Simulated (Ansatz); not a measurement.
# Na on Ag(100): change of the work function, part 3 of 3

How does Na on the hollow site change the work function of Ag(100) as the layer fills?

Ansatz 0.2.0; plane-wave DFT, PBEsol, Ansatz PAW.

So far, work function, upper face (eV): step 2 (the clean slab) 4.28; step 5 (adsorbate added, k-mesh 5×5×1, coverage 0.5 ML) 2.38; step 7 (the slab at 0.25 ML, atoms frozen) 2.15; step 8 (the substrate of the 0.25 ML cell alone) 4.29; step 9 (the adsorbate layer of the 0.25 ML cell alone) 2.84.

**11. A changed input (continued)**

Relaxation path:

```
step  energy less that of the first step (eV)  largest force component (eV/Å)
   1                                   0.0000                          0.3862
   2                                  -0.0667                          0.3096
   3                                  -0.1257                          0.0402
   4                                  -0.1262                          0.0200
```

Forces are held to the 16 operations that the run works with; a distortion that breaks them can't arise in this run.

The atoms that moved most (Å):

```
atom     dx     dy      dz  length
Na18  0.000  0.000  -0.326   0.326
Na17  0.000  0.000  -0.326   0.326
 Ag7  0.000  0.000  -0.026   0.026
Ag11  0.000  0.000  -0.026   0.026
Ag12  0.000  0.000   0.013   0.013
Ag16  0.000  0.000   0.013   0.013
 Ag8  0.000  0.000   0.013   0.013
 Ag4  0.000  0.000   0.013   0.013
```

Final coordinates:

```cif
data_structure
_symmetry_space_group_name_H-M 'P 1'
_symmetry_Int_Tables_number 1
_cell_length_a 5.7841
_cell_length_b 5.7841
_cell_length_c 26.5558
_cell_angle_alpha 90.000
_cell_angle_beta 90.000
_cell_angle_gamma 90.000
_cell_volume 888.46
loop_
_atom_site_label
_atom_site_type_symbol
_atom_site_fract_x
_atom_site_fract_y
_atom_site_fract_z
_atom_site_occupancy
Ag1 Ag 0.25000 0.25000 0.33891 1
Ag2 Ag 0.00000 0.00000 0.41592 1
Ag3 Ag 0.25000 0.25000 0.49102 1
Ag4 Ag 0.00000 0.00000 0.56572 1
Ag5 Ag 0.25000 0.75000 0.33891 1
Ag6 Ag 0.00000 0.50000 0.41592 1
Ag7 Ag 0.25000 0.75000 0.49048 1
Ag8 Ag 0.00000 0.50000 0.56572 1
Ag9 Ag 0.75000 0.25000 0.33891 1
Ag10 Ag 0.50000 0.00000 0.41592 1
Ag11 Ag 0.75000 0.25000 0.49048 1
Ag12 Ag 0.50000 0.00000 0.56572 1
Ag13 Ag 0.75000 0.75000 0.33891 1
Ag14 Ag 0.50000 0.50000 0.41592 1
Ag15 Ag 0.75000 0.75000 0.49102 1
Ag16 Ag 0.50000 0.50000 0.56572 1
Na17 Na 0.25000 0.25000 0.64881 1
Na18 Na 0.75000 0.75000 0.64881 1
```

Numbers from this step:

```yaml
work_function_upper_face: 2.284 eV
work_function_lower_face: 4.354 eV
dipole_along_the_normal: 0.3827 e·Å
step_between_the_vacuum_levels: -2.070 eV
```

The density of states has structure finer than the step of the table below, so its rows give means over 0.25 eV, whole bins alone (the curve runs from -8 to 1.98 eV). Peaks (eV: height): -5.290: 81.6, -4.540: 87.5, -4.420: 74.5, -4.180: 76.8, -3.310: 83.4, -2.950: 79.4, -2.860: 73.3.

Density of states against energy, zero at the Fermi level; means over each step:

```
energy (eV)  density of states (states/eV a cell)
      -7.75                                     0
      -7.50                                 0.104
      -7.25                                  1.34
      -7.00                                  1.38
      -6.75                                  2.37
      -6.50                                  1.54
      -6.25                                  11.4
      -6.00                                  40.6
      -5.75                                  37.3
      -5.50                                  44.1
      -5.25                                  44.1
      -5.00                                  32.4
      -4.75                                  37.8
      -4.50                                  65.4
      -4.25                                  51.3
      -4.00                                  43.2
      -3.75                                  55.3
      -3.50                                  51.6
      -3.25                                  64.3
      -3.00                                  53.1
      -2.75                                  19.4
      -2.50                                  8.31
      -2.25                                  2.71
      -2.00                                  3.80
      -1.75                                  6.04
      -1.50                                  3.03
      -1.25                                  3.36
      -1.00                                  5.03
      -0.75                                  5.10
      -0.50                                  4.93
      -0.25                                  4.48
       0.00                                  8.02
       0.25                                  6.33
       0.50                                  5.11
       0.75                                  5.23
       1.00                                  6.29
       1.25                                  4.04
       1.50                                  9.11
       1.75                                  7.84
```

Projected DOS per atom over height of the atomic layer and energy from the Fermi level. Layers: Ag4 Ag4 Ag4 Ag4 Na2 from below.

Ten even steps from '0' (0.00 states/eV) to '9' (4.35 states/eV), each cell a mean:
```
00000
00000
00001
00000
00001
00000
00000
00000
00000
00000
44420
97760
95690
85490
67790
56450
46560
17930
00000
00000
00000
00000
```
Columns: height of the atomic layer (Å) from 9 to 17.2 (not evenly spaced); rows upwards: energy from the Fermi level (eV) from -7.96 to 1.95.

```
                      quantity  this run  earlier run  difference
work function, upper face (eV)     2.284        2.377      -0.093
work function, lower face (eV)     4.354        4.384      -0.030
 dipole along the normal (e·Å)    0.3827       0.3710       0.012
```

What moves beyond 0.01 in its unit (for the dipole 0.5 % and 5e-5 e·Å): work function, upper face (-0.0933 eV), dipole along the normal (+0.0117 e·Å) and work function, lower face (-0.0298 eV).

**12. Varying the input**

System of this step: Ag(100). The cell holds 4 atoms: 4 Ag. Its edges and angles: a = 2.892 Å, b = 2.892 Å, c = 24.135 Å, α = 90.0°, β = 90.0°, γ = 90.0°. Vacuum lies along c.

An input spoilt on purpose, to show how the run answers: it repeats the earlier run at 0 ML with efield.ramp_position from 0.97 to 0.475, and scf.max_iter set to 50.

input.yaml

```yaml
crystal:
  lattice:
    - [2.8920667351, 0.0, 0.0]
    - [0.0, 2.8920667351, 0.0]
    - [0.0, 0.0, 24.135]
  atoms:
    - { symbol: Ag, position: [0.5, 0.5, 0.3729024239] }
    - { symbol: Ag, position: [0.0, 0.0, 0.4576341413] }
    - { symbol: Ag, position: [0.5, 0.5, 0.5423658587] }
    - { symbol: Ag, position: [0.0, 0.0, 0.6270975761] }
kpoints:
  mp_grid: { grid: [10, 10, 1] }
hamiltonian:
  xc: pbesol
scf:
  occupations: { method: fermi_dirac, width: 0.1 }
  convergence: { dr2_threshold: 1.0e-08 }
  max_iter: 50
efield:
  axis: 3
  dipole_correction: true
  ramp_position: 0.475
  ramp_width: 0.06
relax:
  f_tol: 0.02
  max_steps: 60
  constraints: [{ sites: [0, 1] }]
output:
  write_potential: true
  write_density: true
  volumetric_format: npy
```

On the command line:

```bash
ansatz run input.yaml --threads 4 --pin off --max-ram 12288MiB --backend cpu --events-out ev --progress --plain --runs-dir out
```

Run time: 0.23 s. Hardware: 4 threads of Arm Neoverse V1, shared host; peak memory 0.29 GiB.

The program refused the input before any cycle.

The program's message: “Error: efield: ion 2 (Ag) at fractional coordinate 0.5424 along the field axis lies inside the sawtooth ramp with 2 of the planes that the density is read on at each end, [0.4627, 0.5473] — the ramp m …”

The fault put into the input: the ramp among the atoms.

**13. Results**

```yaml
work_function_of_the_clean_face: 4.28 eV
work_function_at_0p11_ml: 2.99 eV
work_function_at_0p25_ml: 2.15 eV
work_function_at_0p5_ml: 2.38 eV
dipole_per_adsorbate_at_0p11_ml_positive_end_outwards: 2.77 D
step_of_the_potential_from_the_moved_charge_at_0p25_ml_upper_less_lower_side_atoms_held: -2.20 eV
```

In words: Na lowers the work function of Ag(100) at the lowest coverage, by 1.29 eV: the adsorbate layer has its positive end outwards. The dipole per adsorbate falls from 2.77 to 0.88 D as the layer fills. Neighbouring dipoles depolarise each other, and heights and bonding change with coverage too. The work function passes a minimum near 0.25 ML among the coverages run and rises again. The slab has 4 layers, at the tabulated experimental lattice constant, one starting site was run, and quantum-size effects of a slab this thin can reach one or two tenths of an eV.

[Logs are printed without paths, hosts, clocks, repeated set-up lines and the standing remarks that a program may print on its own settings, such as how far it seeks lower states.]

[Hosts, paths, dates, database ids (printed as entryN), source tags and the programs' standing remarks are cut or masked in the printed files.]

[Maps of the electrostatic potential energy from Ansatz leave out the sawtooth potential of an applied field or a dipole correction, so their vacuum need not be flat; planar profiles and work functions include it.]

[The density of states shown here was stored with 400 of the rows of the run's finer table, so its peaks can read low, often by over a quarter, or be missed, and its means over a window can be off by a tenth or more.]
